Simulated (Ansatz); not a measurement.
**BiN (hypothetical, Fm-3m): thermal expansion from first principles**

Wanted: α(T), C_P(T) and B(T) of BiN (hypothetical) in the quasi-harmonic approximation. The compound is hypothetical: it was made by swapping elements on a known structure type.

Main program and level: Ansatz 0.2.0; DFT PBEsol, scalar-relativistic, plane waves, PAW.

**1. Starting point**

Symmetry: R-3m, No. 166, trigonal system. The conventional cell has a = 3.822 Å, b = 3.822 Å, c = 10.290 Å, α = 90.00°, β = 90.00°, γ = 120.00°. Bi has 6 N at 2.79 Å nearest. N has 6 Bi at 2.79 Å nearest. Farther neighbours, and contacts between anions beyond the nearest, are not listed.

**2. A first coarse run**

Before spending time, one coarse run tells the gap and the pressure of the starting cell.

Input file input.yaml:

```yaml
crystal:
  lattice:
    - [1.91123, 1.10345, 3.43012]
    - [-1.91123, 1.10345, 3.43012]
    - [0.0, -2.20689, 3.43012]
  atoms:
    - { symbol: Bi, position: [0.5, 0.5, 0.5] }
    - { symbol: "N", position: [0.0, 0.0, 0.0] }
kpoints:
  mp_grid: { grid: [6, 6, 6] }
hamiltonian:
  xc: pbesol
scf:
  occupations: { method: gaussian, width: 0.1 }
output:
  forces: true
  stress: true
  eigenvalues: true
```

Command:

```
> ansatz run input.yaml --threads 4 --pin off --max-ram 8192MiB --backend cpu --events-out ev --progress --plain --runs-dir out
```

Log:

```text
Engine: ansatz 0.2.0, aarch64-unknown-linux-gnu
Pseudopotentials: kind: paw
Pseudopotential: Bi, paw, valence charge 15, recommended cutoff 420 eV (normal), Bi.paw.azcp
Pseudopotential: N, paw, valence charge 5, recommended cutoff 420 eV (normal), N.paw.azcp
Functional definition: PBEsol
  exchange = pbesol_x
  correlation = pbesol_c
Crystal: 2 atoms, lattice volume = 43.404 Å³
Basis set: ecut = 420 eV, 857 PW (Γ), exchange–correlation on 60×60×60 points (8 copies of the dense FFT grid, shifted against one another)
Bands: 14, of which v1, the nominal top of the filled ones, is band 10 counted from 1 (9 counted from 0)
Symmetry: 12 space group operations
Space group: R-3m (ITA 166), of the structure as read, at distance tolerance 3.5e-5 Å
k-points: 32 of 216
Non-local potential: Bi, projectors of the file, l = 0: 2, l = 1: 2, l = 2: 2, l = 3: 2
Non-local potential: N, projectors of the file, l = 0: 2, l = 1: 2, l = 2: 1
PAW form: soft (Blöchl's): semilocal exchange-correlation on the pseudo side does not see the compensation charge
PAW frozen core: Bi, regenerated for the run's functional, and the local potential with it (the file was generated under x = pbe(κ = 0.804, μ = 0.219515), c = pbe(β = 0.066725))
PAW frozen core: N, regenerated for the run's functional, and the local potential with it (the file was generated under x = pbe(κ = 0.804, μ = 0.219515), c = pbe(β = 0.066725))
PAW one-centre angular grid: Bi, 590 points (default); XC on 64 Gauss nodes
PAW one-centre angular grid: N, 110 points (default); XC on 64 Gauss nodes
Initial density: superposition of atomic densities (neutral atoms: chi_scale 0, normalization atom), corrected by the library's trained network
Initial wavefunctions: pseudopotential atomic-orbital guess
Functional: x = pbesol(κ = 0.804, μ = 0.123457), c = pbesol(β = 0.046)
SCF iter   1: F=—  HF=-12618.253862 eV  |F-HF|=—  |Δ(HF+E_count)|=         —  Δρ=1.49e-2  dr2=1.26e-1  ethr=1.77e-3  ⟨swp⟩=5.7  Hψ=2332  notcnv=0
preconditioner: auto → none  [insulator: Δε(μ)=0.348 eV  Ē_g=18.394 eV  σ=0.100 eV  W_gap=0.98  n_scr=14 (ndim 8)  ℏωp=25.2 eV  f_vac=0.000  D(μ)=0.03/eV (n_scr^D=0)  ε∞_Penn≈2.9]
SCF iter   2: F=—  HF=-12618.236459 eV  |F-HF|=—  |Δ(HF+E_count)|=   1.74e-2  Δρ=6.31e-3  dr2=2.41e-2  ethr=6.28e-4  ⟨swp⟩=1.4  Hψ=726  notcnv=0
SCF iter   3: F=—  HF=-12618.232990 eV  |F-HF|=—  |Δ(HF+E_count)|=   3.47e-3  Δρ=6.85e-4  dr2=1.92e-4  ethr=1.21e-4  ⟨swp⟩=1.4  Hψ=470  notcnv=0
SCF iter   4: F=—  HF=-12618.233118 eV  |F-HF|=—  |Δ(HF+E_count)|=   1.28e-4  Δρ=1.14e-4  dr2=4.59e-6  ethr=9.60e-7  ⟨swp⟩=2.4  Hψ=584  notcnv=0
SCF iter   5: F=—  HF=-12618.233137 eV  |F-HF|=—  |Δ(HF+E_count)|=   1.82e-5  Δρ=1.80e-5  dr2=1.26e-7  ethr=2.29e-8  ⟨swp⟩=2.1  Hψ=615  notcnv=0
SCF iter   6: F=-12618.233137 eV  HF=-12618.233137 eV  |F-HF|=6.50e-9  |Δ(HF+E_count)|=   1.35e-9  Δρ=4.62e-6  dr2=8.45e-9  ethr=5.00e-10  ⟨swp⟩=6.2  Hψ=2139  notcnv=0
SCF 1 converged in 6 iterations: F = -12618.233137 eV  dr2 = 8.45e-9
  greatest PAW one-centre occupation: 0.990 electrons in one spin orbital (limit 2), on the Bi atom at site 0 (counted from 0), in its partial waves of l = 2
SCF converged after 6 iterations
Free energy (F): -12618.233137 eV
Harris-Foulkes:  -12618.233137 eV  (|F-HF|=6.50e-9)
Internal energy: -12618.232937 eV  (E = F + TS)
E sigma→0 (E₀):  -12618.233037 eV
Entropy (-TS):   -0.000199 eV (-0.100 meV/atom)
Fermi energy:    8.559349 eV
--- Per-component energies (eV) ---
  E_band       = -112.750716
  E_kinetic    = 417.677969
  E_local      = -1618.765198  (includes V_loc(G=0)·N_el)
  E_nonlocal   = 610.164375
  E_hartree    = 499.023185
  E_xc         = -205.946741
  E_vxc        = -214.860678  (∫ρ·V_xc dr)
  E_paw        = -10630.295007  (= ΣΔE_a)
  E_vpaw       = -305.013995  (= ΣTr[D̂ρ^β])
  E_aug_tail   = -0.000404  (compensation charges beyond the density's cutoff)
  E_ewald      = -1690.208969
  E_core_change = 0.117851  (= ΣΔE_core)
  E_smearing   = -0.000199  (= −TS)
  E_closure    = -0.000000  (closes the sum)
  Σ components = -12618.233137   (vs F -12618.233137, Δ=0.00e0)
--- Forces (eV/Å), atoms counted from 1 ---
  atom   1  Bi     0.00000000     0.00000000     0.00000000
  atom   2  N      0.00000000     0.00000000     0.00000000
  max |Σ_I F_I| component: 6.73e-29 eV/Å
--- Stress (GPa, compression-positive) ---
      -16.774733      -0.000000       0.000000
       -0.000000     -16.774733      -0.000005
        0.000000      -0.000005     -27.220029
  P = ⅓ Tr σ = -20.2565 GPa (-202.565 kbar)
--- Band table (eV; the first three rows and the last of 32) ---
  k-point 0: bands = [... 6 lower, 0.3891, 6.8312, 7.6158, 7.6158, 13.2155, 13.3114, 13.3114, 16.6710]
  k-point 1: bands = [... 6 lower, -0.0051, 7.0027, 7.6264, 7.6522, 11.4187, 12.4365, 12.4995, 16.4503]
  k-point 2: bands = [... 6 lower, -1.0111, 7.3359, 7.6537, 7.7769, 9.3480, 11.1172, 11.2261, 16.3539]
  k-point 31: bands = [... 6 lower, -2.3486, 8.0088, 8.0088, 8.3349, 9.0332, 11.3044, 11.3044, 16.9972]
```

The job ended after 0.44 s (4 threads of Arm Neoverse V2, shared host; peak memory 0.3 GiB; 1.2 s of CPU time).

Reading the cycles: dr2 is the Hartree energy of the density residual (eV), the measure of convergence; HF is the Harris–Foulkes estimate of the energy, which meets the free energy F at convergence.

This step gave:

| Item | Value |
| --- | --- |
| pressure | -20.26 GPa |
| volume per atom | 21.70 Å³ |
| gap on the k-mesh | 0.3151 eV |

The start is under -20 GPa at this level and looks like an insulator or semiconductor on this mesh.

**3. A loose first relaxation**

The start is far from rest, so a relaxation with loose thresholds first brings it near the minimum.

input.yaml, as its differences from that of step 2:

```diff
@@ -18 +18,6 @@
   eigenvalues: true
+relax:
+  adjacent_minimum: "off"
+  f_tol: 0.05
+  max_steps: 80
+  cell: { stress_tol: 0.5 }
```

Log:

```text
[...]
Crystal: 2 atoms, lattice volume = 43.404 Å³
Basis set: ecut = 420 eV, 857 PW (Γ), exchange–correlation on 60×60×60 points (8 copies of the dense FFT grid, shifted against one another)
Bands: 14, of which v1, the nominal top of the filled ones, is band 10 counted from 1 (9 counted from 0)
Symmetry: 12 space group operations
[...]
k-points: 32 of 216
[...]
SCF iter   1: F=—  HF=-12618.253862 eV  |F-HF|=—  |Δ(HF+E_count)|=         —  Δρ=1.49e-2  dr2=1.26e-1  ethr=1.77e-3  ⟨swp⟩=5.7  Hψ=2332  notcnv=0
[...]
SCF iter   6: F=-12618.233137 eV  HF=-12618.233137 eV  |F-HF|=6.50e-9  |Δ(HF+E_count)|=   1.35e-9  Δρ=4.62e-6  dr2=8.45e-9  ethr=5.00e-10  ⟨swp⟩=6.2  Hψ=2139  notcnv=0
SCF 1 converged in 6 iterations: F = -12618.233137 eV  dr2 = 8.45e-9
[...]
relax step   1: F+E_penalty+E_count = -12618.23313669 eV  Δ(F+E_penalty+E_count) = +0.000e0 eV  max|allowed force component| = 2.630e-31 eV/Å  Δτ_max = 0.0000 Å  P = -20.256 GPa  Ω = 43.404 Å³  (6 SCF iters, dr2 threshold 1.00e-7 eV, accepted)
Crystal: 2 atoms, lattice volume = 38.865 Å³
Basis set: ecut = 420 eV, 767 PW (Γ), exchange–correlation on 60×60×60 points (8 copies of the dense FFT grid, shifted against one another)
[...]
iter 1 solved again at ethr=2.90e-4 eV; its pass at ethr=3.10e-3 eV (dr2=5.80e-2 eV) is discarded
[...]
SCF iter   6: F=-12618.794756 eV  HF=-12618.794756 eV  |F-HF|=8.10e-9  |Δ(HF+E_count)|=   1.62e-8  Δρ=6.17e-6  dr2=1.12e-8  ethr=5.46e-10  ⟨swp⟩=3.6  Hψ=2099  notcnv=0
SCF 2 converged in 6 iterations: F = -12618.794756 eV  dr2 = 1.12e-8
relax step   2: F+E_penalty+E_count = -12618.79475578 eV  Δ(F+E_penalty+E_count) = -5.616e-1 eV  max|allowed force component| = 1.683e-29 eV/Å  Δτ_max = 0.0000 Å  P = -15.830 GPa  Ω = 38.865 Å³  energy of the carried Pulay correction = +7.229e-3 eV  (6 SCF iters, dr2 threshold 2.00e-7 eV, accepted)
Crystal: 2 atoms, lattice volume = 34.993 Å³
Basis set: ecut = 420 eV, 677 PW (Γ), exchange–correlation on 60×60×60 points (8 copies of the dense FFT grid, shifted against one another)
[...]
SCF iter   6: F=-12619.129182 eV  HF=-12619.129182 eV  |F-HF|=2.44e-9  |Δ(HF+E_count)|=   1.40e-8  Δρ=3.95e-6  dr2=3.92e-9  ethr=3.57e-10  ⟨swp⟩=3.5  Hψ=1999  notcnv=0
SCF 3 converged in 6 iterations: F = -12619.129182 eV  dr2 = 3.92e-9
relax step   3: F+E_penalty+E_count = -12619.12918227 eV  Δ(F+E_penalty+E_count) = -3.344e-1 eV  max|allowed force component| = 3.050e-28 eV/Å  Δτ_max = 0.0000 Å  P = -7.613 GPa  Ω = 34.993 Å³  energy of the carried Pulay correction = +1.405e-2 eV  (6 SCF iters, dr2 threshold 2.00e-7 eV, accepted)
[...]
relax step   4: F+E_penalty+E_count = -12619.20760303 eV  Δ(F+E_penalty+E_count) = -7.842e-2 eV  max|allowed force component| = 4.220e-29 eV/Å  Δτ_max = 0.0000 Å  P = +1.214 GPa  Ω = 32.556 Å³  energy of the carried Pulay correction = +1.865e-2 eV  (6 SCF iters, dr2 threshold 2.00e-7 eV, accepted)
[...]
relax step   5: F+E_penalty+E_count = -12619.20789990 eV  Δ(F+E_penalty+E_count) = -2.969e-4 eV  max|allowed force component| = 3.366e-29 eV/Å  Δτ_max = 0.0000 Å  P = -0.301 GPa  Ω = 32.912 Å³  energy of the carried Pulay correction = +1.794e-2 eV  (6 SCF iters, dr2 threshold 2.00e-7 eV, accepted)
[...]
relax step   6: F+E_penalty+E_count = -12619.20211993 eV  Δ(F+E_penalty+E_count) = +5.780e-3 eV  max|allowed force component| = 6.784e-29 eV/Å  Δτ_max = 0.0000 Å  P = -0.613 GPa  Ω = 32.912 Å³  stress off target by 7.05e-1 GPa  SCF on the basis re-selected at this cell (its energy is not comparable with the rows above)  (6 SCF iters)
[...]
relax step   7: F+E_penalty+E_count = -12619.20270231 eV  Δ(F+E_penalty+E_count) = -5.824e-4 eV  max|allowed force component| = 6.311e-30 eV/Å  Δτ_max = 0.0000 Å  P = -0.002 GPa  Ω = 32.768 Å³  energy of the carried Pulay correction = +2.657e-4 eV  (6 SCF iters, dr2 threshold 2.00e-7 eV, accepted)
[...]
SCF iter   7: F=-12619.202264 eV  HF=-12619.202264 eV  |F-HF|=1.82e-12  |Δ(HF+E_count)|=  5.46e-12  Δρ=1.14e-9  dr2=2.45e-16  ethr=1.00e-12  ⟨swp⟩=1.0  Hψ=1024  notcnv=0
SCF 8 converged in 7 iterations: F = -12619.202264 eV  dr2 = 2.45e-16
relax step   8: F+E_penalty+E_count = -12619.20226417 eV  Δ(F+E_penalty+E_count) = +4.381e-4 eV  max|allowed force component| = 6.574e-32 eV/Å  Δτ_max = 0.0000 Å  P = -0.013 GPa  Ω = 32.768 Å³  stress off target by 1.88e-2 GPa  SCF on the basis re-selected at this cell (its energy is not comparable with the rows above)  (7 SCF iters)
[...]
SCF converged after 7 iterations
Free energy (F): -12619.202264 eV
[...]
Internal energy: -12619.202264 eV  (E = F + TS)
E sigma→0 (E₀):  -12619.202264 eV
Fermi energy:    13.494421 eV
[...]
--- Stress (GPa, compression-positive) ---
       -0.010414       0.000000      -0.000000
        0.000000      -0.010414      -0.000000
       -0.000000      -0.000000      -0.018798
  P = ⅓ Tr σ = -0.0132 GPa (-0.132 kbar)
--- Band table (eV; the first three rows and the last of 32) ---
  k-point 0: bands = [... 6 lower, 6.2868, 11.0725, 11.0732, 11.0732, 19.8773, 19.8774, 19.8774, 22.2222]
  k-point 1: bands = [... 6 lower, 5.2919, 11.1880, 11.1885, 11.6518, 17.2753, 18.5845, 18.5847, 21.3021]
  k-point 2: bands = [... 6 lower, 3.2493, 11.4871, 11.4875, 12.3491, 14.8515, 16.7596, 16.7599, 21.7052]
  k-point 31: bands = [... 6 lower, 1.7593, 11.6935, 11.6935, 12.4600, 14.1614, 15.9641, 15.9641, 22.4829]
--- Relaxed structure (6 steps of the walk, 6 accepted, 2 SCFs on fresh bases) ---
  F+E_penalty+E_count = -12619.20226417 eV   max|allowed force component| = 6.574e-32 eV/Å   (the final SCF, on the basis selected at the relaxed cell)
  cell:  # Å, volume = 32.7675 Å³
    - [1.795892, 1.036860, 2.932869]
    - [-1.795892, 1.036860, 2.932869]
    - [0, -2.073716, 2.932871]
  atoms:
    - { symbol: Bi, position: [0.5, 0.5, 0.5] }
    - { symbol: N, position: [0, 0, 0] }
```

Elapsed: 2.8 s, on 4 threads; peak memory 0.32 GiB; 9.1 s of CPU time.

Step by step:

| step | energy less that of the first step (eV) | largest force component (eV/Å) | pressure (GPa) | volume (Å³) |
| --- | --- | --- | --- | --- |
| 1 | 0.0000 | 0.0000 | -20.26 | 43.40 |
| 2 | -0.5616 | 0.0000 | -15.83 | 38.86 |
| 3 | -0.8960 | 0.0000 | -7.61 | 34.99 |
| 4 | -0.9745 | 0.0000 | 1.21 | 32.56 |
| 5 | -0.9748 | 0.0000 | -0.30 | 32.91 |
| 6* | -0.9690 | 0.0000 | -0.61 | 32.91 |
| 7 | -0.9696 | 0.0000 | 0.00 | 32.77 |
| 8* | -0.9691 | 0.0000 | -0.01 | 32.77 |

Relaxation steps marked * repeat the geometry before them on a plane-wave basis chosen anew for their cell, so energy and pressure can jump there.

The run keeps the 12 symmetry operations that the program found, so distortions that break them were not tested.

```
primitive cell, as run  before  after   change
                 a (Å)   4.079  3.592  -11.9 %
                 b (Å)   4.079  3.592  -11.9 %
                 c (Å)   4.079  3.592  -11.9 %
                 α (°)   55.88  60.00   +7.4 %
                 β (°)   55.88  60.00   +7.4 %
                 γ (°)   55.88  60.00   +7.4 %
      volume (Å³/atom)   21.70  16.38  -24.5 %
```

The relaxed structure:

```xyz
2
Lattice="1.7959 1.0369 2.9329 -1.7959 1.0369 2.9329 0.0000 -2.0737 2.9329" Properties=species:S:1:pos:R:3 pbc="T T T"
Bi    0.0000    0.0000    4.3993
N     0.0000    0.0000    0.0000
```

Numbers from this step:

```
pressure          : -0.01321 GPa
gap on the k-mesh : 1.059 eV
volume per atom   : 16.38 Å³
```

The relaxation ends with a pressure of -0.01 GPa.

**4. Relaxation**

The vibrations must be taken about the equilibrium of this functional, not about the starting cell, so the structure is relaxed.

Input file input.yaml:

```yaml
crystal:
  lattice:
    - [1.7958918677, 1.0368600783, 2.932869219]
    - [-1.7958918677, 1.0368600783, 2.932869219]
    - [0.0, -2.0737158815, 2.9328707304]
  atoms:
    - { symbol: Bi, position: [0.5, 0.5, 0.5] }
    - { symbol: "N", position: [0.0, 0.0, 0.0] }
kpoints:
  mp_grid: { grid: [10, 10, 10] }
hamiltonian:
  xc: pbesol
scf:
  occupations: { method: gaussian, width: 0.02 }
output:
  forces: true
  stress: true
  eigenvalues: true
relax:
  adjacent_minimum: "off"
  f_tol: 0.005
  max_steps: 80
  cell: { stress_tol: 0.05 }
```

Log:

```text
[...]
Crystal: 2 atoms, lattice volume = 32.768 Å³
Basis set: ecut = 420 eV, 645 PW (Γ), exchange–correlation on 50×50×50 points (8 copies of the dense FFT grid, shifted against one another)
Bands: 14, of which v1, the nominal top of the filled ones, is band 10 counted from 1 (9 counted from 0)
Symmetry: 12 space group operations
[...]
k-points: 116 of 1000
[...]
k-point 115: bands = [... 6 lower, 1.7380, 11.7065, 11.7065, 12.4401, 14.1595, 15.9307, 15.9307, 22.4594]
--- Relaxed structure (3 steps of the walk, 2 accepted, 1 SCFs on fresh bases) ---
[...]
cell:  # Å, volume = 32.8108 Å³
    - [1.796728, 1.037343, 2.934014]
    - [-1.796728, 1.037343, 2.934014]
    - [0, -2.074681, 2.934016]
  atoms:
    - { symbol: Bi, position: [0.5, 0.5, 0.5] }
    - { symbol: N, position: [0, 0, 0] }
[key lines of the parts left out:]
SCF converged after 6 iterations
Free energy (F): -12619.151088 eV
Fermi energy:    13.404304 eV
P = ⅓ Tr σ = 0.0033 GPa (0.033 kbar)
```

The job ended after 3 s (4 threads; peak memory 0.37 GiB).

Little changed from the start: no atom moved by 0.005 Å and no cell edge by 0.1 %.

Read from the output:

```yaml
pressure: 0.003347 GPa
gap_on_the_k_mesh: 0.1870 eV
volume_per_atom: 16.41 Å³
```

(Continued in part 2 of 3.)

[Long decimals in the printed logs are rounded to 6 places.]

[Logs are printed without paths, hosts, clocks, repeated set-up lines and the standing remarks that a program may print on its own settings, such as how far it seeks lower states.]

[Hosts, paths, dates, database ids (printed as entryN), source tags and the programs' standing remarks are cut or masked in the printed files.]

[Where the starting crystal was built by hand or by swapping elements, it need not be the compound's stable phase.]

[A step with changed settings may run another functional than the one named; its input shows which.]

[Pressures of single members of a volume series are the stress at the run's cutoff; with an incomplete basis they can lie off −dE/dV of the same runs, and they are not shown converged.]
